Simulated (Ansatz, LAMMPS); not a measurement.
# Amorphous SiO1.8 (101 atoms): geometry optimisation, part 2 of 2

How does amorphous SiO1.8 (101 atoms) relax, and what do bonds, charges and levels look like afterwards?

Ansatz 0.2.0; Kohn-Sham DFT, PBE, PAW (set soft_2), plane waves.

The cell: 36 Si and 65 O. The quench rate of 20 K/ps is orders of magnitude faster than experiment. The network of bonds at the start is that of the classical potential that made the cell. Sampling is at Γ alone, for a cell whose shortest periodic width is 12 Å.

So far. Step 4 (Relaxation): The relaxation changed the energy by -362 meV/atom, and atoms moved by 0.88 Å r.m.s., 3.5 Å at most.

### 6. Single point at the relaxed geometry

The electronic structure is read at the final geometry, in a run of its own.

File input.yaml:

```yaml
crystal:
  lattice:
    - [11.5928, 0.0, 0.0]
    - [0.0, 11.5928, 0.0]
    - [0.0, 0.0, 11.5928]
  atoms:
    - { symbol: Si, position: [0.96356, 0.22949, 0.46166] }
    - { symbol: Si, position: [0.70705, 0.36927, 0.17027] }
    - { symbol: Si, position: [0.42203, 0.61927, 0.14824] }
    - { symbol: Si, position: [0.21003, 0.7703, 0.20673] }
    - { symbol: Si, position: [0.33849, 0.17702, 0.00661] }
    - { symbol: Si, position: [0.41312, 0.15901, 0.26972] }
    - { symbol: Si, position: [0.49357, 0.26396, 0.83382] }
    - { symbol: Si, position: [0.01036, 0.32165, 0.83181] }
    - { symbol: Si, position: [0.4817, 0.84441, 0.58204] }
    - { symbol: Si, position: [0.78695, 0.95007, 0.07176] }
    - { symbol: Si, position: [0.08858, 0.53958, 0.19587] }
    - { symbol: Si, position: [0.55067, 0.89827, 0.82792] }
    - { symbol: Si, position: [0.78668, 0.12641, 0.28305] }
    - { symbol: Si, position: [0.82784, 0.19873, 0.68836] }
    - { symbol: Si, position: [0.23482, 0.86153, 0.45595] }
    - { symbol: Si, position: [0.07284, 0.68719, 0.60751] }
    - { symbol: Si, position: [0.22589, 0.13649, 0.44441] }
    - { symbol: Si, position: [0.64678, 0.76039, 0.2158] }
    - { symbol: Si, position: [0.04316, 0.89084, 0.0227] }
    - { symbol: Si, position: [0.92082, 0.56169, 0.818] }
    - { symbol: Si, position: [0.1235, 0.08554, 0.89233] }
    - { symbol: Si, position: [0.75815, 0.74965, 0.77076] }
    - { symbol: Si, position: [0.44098, 0.93912, 0.08157] }
    - { symbol: Si, position: [0.28827, 0.57575, 0.55275] }
    - { symbol: Si, position: [0.58225, 0.97433, 0.38056] }
    - { symbol: Si, position: [0.00595, 0.87268, 0.77925] }
    - { symbol: Si, position: [0.72888, 0.6227, 0.36278] }
    - { symbol: Si, position: [0.28527, 0.43319, 0.02583] }
    - { symbol: Si, position: [0.67246, 0.05064, 0.83042] }
    - { symbol: Si, position: [0.40012, 0.33085, 0.53898] }
    - { symbol: Si, position: [0.62681, 0.38829, 0.6745] }
    - { symbol: Si, position: [0.96494, 0.49884, 0.41704] }
    - { symbol: Si, position: [0.51001, 0.46961, 0.32701] }
    - { symbol: Si, position: [0.91807, 0.48237, 0.00877] }
    - { symbol: Si, position: [0.67059, 0.66263, 0.60802] }
    - { symbol: Si, position: [0.26279, 0.37214, 0.76254] }
    - { symbol: O, position: [0.46488, 0.88462, 0.71632] }
    - { symbol: O, position: [0.1275, 0.35896, 0.73764] }
    - { symbol: O, position: [0.06055, 0.46945, 0.31479] }
    - { symbol: O, position: [0.1296, 0.66343, 0.24551] }
    - { symbol: O, position: [0.35896, 0.83133, 0.51819] }
    - { symbol: O, position: [0.1344, 0.84428, 0.11641] }
    - { symbol: O, position: [0.21281, 0.00075, 0.48428] }
    - { symbol: O, position: [0.58353, 0.41269, 0.21329] }
    - { symbol: O, position: [0.94093, 0.36884, 0.46847] }
    - { symbol: O, position: [0.10069, 0.21942, 0.8846] }
    - { symbol: O, position: [0.59828, 0.85089, 0.31313] }
    - { symbol: O, position: [0.97008, 0.55092, 0.12075] }
    - { symbol: O, position: [0.53997, 0.71527, 0.58486] }
    - { symbol: O, position: [0.19505, 0.61393, 0.64872] }
    - { symbol: O, position: [0.46695, 0.92174, 0.94176] }
    - { symbol: O, position: [0.38177, 0.07821, 0.10404] }
    - { symbol: O, position: [0.27677, 0.44645, 0.88354] }
    - { symbol: O, position: [0.86112, 0.85055, 0.77844] }
    - { symbol: O, position: [0.27406, 0.14559, 0.31298] }
    - { symbol: O, position: [0.46816, 0.03805, 0.33189] }
    - { symbol: O, position: [0.79634, 0.62925, 0.83344] }
    - { symbol: O, position: [0.784, 0.43161, 0.07685] }
    - { symbol: O, position: [0.05536, 0.81771, 0.90206] }
    - { symbol: O, position: [0.90249, 0.16896, 0.34777] }
    - { symbol: O, position: [0.61617, 0.53612, 0.38912] }
    - { symbol: O, position: [0.26783, 0.0934, 0.91625] }
    - { symbol: O, position: [0.56692, 0.38233, 0.8048] }
    - { symbol: O, position: [0.54945, 0.68218, 0.14457] }
    - { symbol: O, position: [0.9126, 0.22397, 0.79404] }
    - { symbol: O, position: [0.18481, 0.4869, 0.10823] }
    - { symbol: O, position: [0.41425, 0.55669, 0.27481] }
    - { symbol: O, position: [0.9284, 0.43083, 0.77066] }
    - { symbol: O, position: [0.3189, 0.42568, 0.62581] }
    - { symbol: O, position: [0.73495, 0.24802, 0.2247] }
    - { symbol: O, position: [0.06361, 0.00615, 0.78802] }
    - { symbol: O, position: [0.46082, 0.23925, 0.96759] }
    - { symbol: O, position: [0.74452, 0.6863, 0.48834] }
    - { symbol: O, position: [0.63935, 0.78794, 0.84215] }
    - { symbol: O, position: [0.10096, 0.20001, 0.45883] }
    - { symbol: O, position: [0.89951, 0.17083, 0.57103] }
    - { symbol: O, position: [0.36438, 0.27042, 0.76939] }
    - { symbol: O, position: [0.98857, 0.36688, 0.97258] }
    [... 17 atom lines left out ...]
    - { symbol: O, position: [0.3223, 0.21504, 0.52266] }
    - { symbol: O, position: [0.76449, 0.07795, 0.72765] }
    - { symbol: O, position: [0.25026, 0.84957, 0.3145] }
    - { symbol: O, position: [0.07242, 0.02745, 0.01042] }
    - { symbol: O, position: [0.84389, 0.53969, 0.34755] }
    - { symbol: O, position: [0.52742, 0.32103, 0.5957] }
kpoints:
  mp_grid: { grid: [1, 1, 1] }
hamiltonian:
  xc: pbe
scf:
  occupations: { method: gaussian, width: 0.05 }
output:
  forces: true
  stress: true
  populations: true
  dos:
    method: { smearing: { sigma: 0.15 } }
    de: 0.1
    projected: { site_lists: { O: [O], Si: [Si] } }
  eigenvalues: true
  write_density: true
  write_potential: true
  volumetric_format: npy
```

The run is started by

```sh
ansatz run input.yaml --threads 4 --pin off --max-ram 8192MiB --backend cpu --events-out ev --progress --plain --runs-dir out
```

Run time: 26 s. Hardware: 4 threads of Arm Neoverse V1, shared host; peak memory 1.8 GiB; 1.7 min of CPU time.

The program notes that the exchange-correlation potential is rough where the density is thin.

Numbers from this run:

```yaml
free_energy: -59859.3724 eV
free_energy_per_atom: -592.6671 eV/atom
scf_cycles: 10
pressure: -1.598 GPa
r_m_s_force_component: 0.00519 eV/Å
longest_force: 0.02299 eV/Å
fermi_energy: 4.194 eV
spacing_of_highest_filled_and_lowest_empty_level: 1.924 eV
spilling_of_the_projection: 0.01388
```

Löwdin charges by element and coordination (they lack the spilled electrons, 0.073 e an atom on average):

| element | coordination | atoms | mean charge (e) | spread | least | most |
| --- | --- | --- | --- | --- | --- | --- |
| O | all | 65 | -0.771 | 0.02 | -0.793 | -0.699 |
| O | 2 | 64 | -0.772 | 0.0182 | -0.793 | -0.699 |
| O | 3 | 1 | -0.703 | 0 | -0.703 | -0.703 |
| Si | all | 36 | 1.60 | 0.272 | 0.838 | 1.81 |
| Si | 2 | 3 | 0.895 | 0.0414 | 0.838 | 0.933 |
| Si | 3 | 3 | 1.50 | 0.205 | 1.33 | 1.78 |
| Si | 4 | 28 | 1.68 | 0.172 | 1.30 | 1.81 |
| Si | 5 | 2 | 1.71 | 0.0062 | 1.70 | 1.72 |

Density of states as counts of states in windows of 1 eV (from the Fermi level), total and the larger projections:

| from (eV) | to (eV) | total | O p | Si p | Si s |
| --- | --- | --- | --- | --- | --- |
| -10 | -9 | 23.6 | 16.6 | 3.0 | 2.9 |
| -9 | -8 | 39.2 | 29.7 | 7.6 | 1.0 |
| -8 | -7 | 30.6 | 23.2 | 6.2 | 0.4 |
| -7 | -6 | 38.7 | 30.4 | 5.4 | 0.5 |
| -6 | -5 | 69.2 | 61.0 | 4.6 | 0.4 |
| -5 | -4 | 78.7 | 72.8 | 3.0 | 0.4 |
| -4 | -3 | 59.6 | 56.0 | 1.6 | 0.6 |
| -3 | -2 | 18.3 | 14.3 | 1.7 | 1.6 |
| -2 | -1 | 5.4 | 2.7 | 1.1 | 1.4 |
| -1 | 0 | 1.4 | 0.4 | 0.4 | 0.5 |
| 0 | 1 | 1.2 | 0.2 | 0.2 | 0.6 |
| 1 | 2 | 5.7 | 0.8 | 4.0 | 0.5 |
| 2 | 3 | 10.9 | 1.3 | 4.9 | 2.4 |
| 3 | 4 | 16.8 | 1.8 | 7.8 | 3.1 |
| 4 | 5 | 26.6 | 2.9 | 12.3 | 4.4 |

Between -24 and -10 eV lie 169 more states.

The levels nearest the highest filled one (over half full), pooled over k-points and spins:

| level less the highest filled one (eV) | occupation |
| --- | --- |
| -1.40 | 2 |
| -1.32 | 2 |
| -1.07 | 2 |
| -0.858 | 2 |
| -0.670 | 2 |
| 0 | 2 |
| 1.92 | 0 |
| 2.33 | 0 |
| 2.53 | 0 |
| 2.97 | 0 |
| 3.38 | 0 |
| 3.55 | 0 |

Electrostatic potential energy in the ac plane at fractional y = 0.372, with atoms of Si and O within 0.2 Å of it. With pseudopotentials it is smooth inside the atoms' cores, unlike the true potential.

Values in eV, 13 rows by 16 columns, each cell a mean:
```
-22   7   7   4  -2   1   6   7   8   8   8   8   8   7   5 -26
-16   0   6   4   1   4   6   4   1  -1   8   9   8   8   6  -6
-20  -8  -8 -20 -35 -10   5   4 -19 -35   2   7   9   9   2 -11
  5 -16 -31 -20 -33  -9   5   6   1 -23 -26  -2   7   9   6   4
  9   9   7   5  -2  -8   1   4  -4 -28 -35  -6   5   9   9   9
  9   9   9   8   4 -11 -31 -11  -7   0   1   6   9   9   9   8
  5   8   8   8   5  -5 -25  -9   6   7   8   8   9   9 -14 -28
  6   8   9   8   8   6 -24 -28   4   6   7   8   8   8  -3 -12
  8   9   9   9   9   8   3  -2   0   4   6   6   7   8   7   7
  9   9   9   9   9   8   7   5   1  -7  -1  -8   0   6   8   8
  8   8   8   9   8   8   8   8   3 -15 -25 -42 -19   4   7   8
  8   9   8   6   0   3   7   8   8   5  -9 -22 -10   4   7   7
 -3   9   8   0 -18  -8   5   8   8   7   6   5   3   5   4  -7
```
Columns run along a (11.6 Å; values clipped at the 3rd and 97th percentile), rows up along c (11.6 Å). Atoms in or near the plane, at fractional coordinates: Si at (0.71, 0.17), Si at (0.63, 0.67), Si at (0.26, 0.76), O at (0.13, 0.74), O at (0.94, 0.47), O at (0.57, 0.80), O at (0.99, 0.97).

Valence density in the ac plane at fractional y = 0.372, with atoms of Si and O within 0.2 Å of it. It is the smooth field of the valence electrons, not physical close to the nuclei.

Ten steps, logarithmic in the rise over the least value, from '0' (0.0 e/Å³) to '9' (6.7 e/Å³), each cell a mean:
```
974100123332110000000000001112589
863100123432100011110000000012468
542111134543111123443100000001245
333322234443211246886310000012344
434555433333222248997420000124565
346898642233321236886422111124665
236898643343211123454334332123443
113565433454321123432245543111111
001222123566532356653345543100000
000000013566543467653223321000000
100000001344433455542111100012333
420000000123344433211000000125786
521000000012467642100000000136998
421000000013589853100000000125787
211000000002589853100000000012443
122100000001345532111000000000111
122110000000112222332111100000000
111100000000000123565432211000000
000000000000000124787543322100000
000000000000000014676531233210000
000001112211000001344332454320000
100001224442100000011223566431111
431001235553210000000013455432234
863100134443210000000001233222468
```
Columns run along a (11.6 Å), rows up along c (11.6 Å). Atoms in or near the plane, at fractional coordinates: Si at (0.71, 0.17), Si at (0.63, 0.67), Si at (0.26, 0.76), O at (0.13, 0.74), O at (0.94, 0.47), O at (0.57, 0.80), O at (0.99, 0.97).

Mean Löwdin charges: O -0.77, Si +1.60 e (they miss 1.4 % of the electrons, so they add up to more than the cell's charge). The largest share in the top eV of filled states is O p (48 % of the projected weight), and in the lowest eV of empty states Si p (67 % of the projected weight).

The surroundings of Si23, which has 2 bonded neighbours where the commonest count for Si is 4, nearest first, numbered as they follow in the input and with coordinates relative to it.

| atom | x | y | z | distance (Å) | bonds | Löwdin charge (e) |
| --- | --- | --- | --- | --- | --- | --- |
| Si23 | 0.00 | 0.00 | 0.00 | 0.00 | 2 | 0.92 |
| O51 | 0.30 | -0.20 | -1.62 | 1.66 | 2 | -0.73 |
| O52 | -0.69 | 1.61 | 0.26 | 1.77 | 2 | -0.70 |
| O85 | -1.37 | -2.56 | 0.65 | 2.98 | 2 | -0.78 |
| Si5 | -1.19 | 2.76 | -0.87 | 3.13 | 4 | 1.72 |
| O56 | 0.32 | 1.15 | 2.90 | 3.14 | 2 | -0.77 |
| Si12 | 1.27 | -0.47 | -2.94 | 3.24 | 4 | 1.38 |
| O89 | 3.03 | -1.10 | 0.39 | 3.24 | 2 | -0.77 |

The column of bonds counts only the pairs O-Si within 2.08 Å, Si-Si within 2.51 Å; other neighbours, such as metal atoms beside each other in a compound, aren't counted, and periodic images can show an atom twice.

### 7. A run with a doubtful setting

The input is spoilt on purpose; the run shows how that looks.

File input.yaml:

```yaml
crystal:
  lattice:
    - [11.5928, 0.0, 0.0]
    - [0.0, 11.5928, 0.0]
    - [0.0, 0.0, 11.5928]
  atoms:
    [... the 101 atom lines of step 3 ...]
kpoints:
  mp_grid: { grid: [1, 1, 1] }
hamiltonian:
  xc: pbe
scf:
  occupations: { method: gaussian, width: 0.05 }
  max_iter: 75
output:
  forces: true
basis:
  ecutwfc: "50 eV"
```

Run time: 4 s. Hardware: 4 threads; peak memory 0.44 GiB.

The program notes that the cutoff lies under the one recommended for these potentials and the forces don't sum to zero within tolerance.

The run converged on the changed input; its numbers don't describe the system as set up.

The fault in the input: a cutoff far too low (basis.ecutwfc = "50 eV"). The fix is to take out basis.ecutwfc.

How far it lies from the reference, the single point at the start:

| Quantity | Value |
| --- | --- |
| r.m.s. difference of force components | 7082 meV/Å |
| longest difference of force vectors | 25820 meV/Å |
| force difference over r.m.s. force | 439.5 % |

### 8. Results

- energy change in the relaxation: -361.9 meV/atom
- r.m.s. displacement: 0.879 Å
- largest displacement: 3.503 Å
- free energy per atom: -592.6671 eV/atom
- pressure: -1.598 GPa
- r.m.s. force component: 0.00519 eV/Å
- gap (highest filled to lowest empty level): 1.924 eV
- wall time of the 4 DFT runs: 12 min

What this shows: Relaxation lowers the energy by 362 meV/atom and moves atoms by 0.88 Å r.m.s.; the r.m.s. force component goes from 1.6 to 0.0052 eV/Å, the pressure goes from 0.78 to -1.6 GPa, and the gap from 0.168 to 1.92 eV. By the final cutoffs 10 of 138 bonded pairs parted and 6 joined. First to last step the energy falls by 36.556 eV; the largest move, 3.50 Å, is that of Si6. The O-Si bonds go from 1.672 Å (spread 0.040) to 1.657 Å (spread 0.053), and their number from 137 to 131. With the cutoffs above, 98 % of O atoms have 2 and 78 % of Si atoms have 4 bonded neighbours. 98 % of the oxygens bridge two formers (Si) and 0 % are non-bridging; 2 % join three. Between filled and empty levels lie 1.92 eV (at Γ alone); a semilocal functional tends to put such gaps too low. In a disordered cell it changes from sample to sample, and tail or defect levels can set it.

What to keep in mind: The network of bonds at the start is that of the classical potential that made the cell; in DFT 10 of its 138 bonded pairs passed out of the cutoffs and 6 came within them. The pressure of -1.6 GPa means that a free cell would contract at this level.

[Logs are printed without paths, hosts, clocks, repeated set-up lines and the standing remarks that a program may print on its own settings, such as how far it seeks lower states.]

[Hosts, paths, dates, database ids (printed as entryN), source tags and the programs' standing remarks are cut or masked in the printed files.]
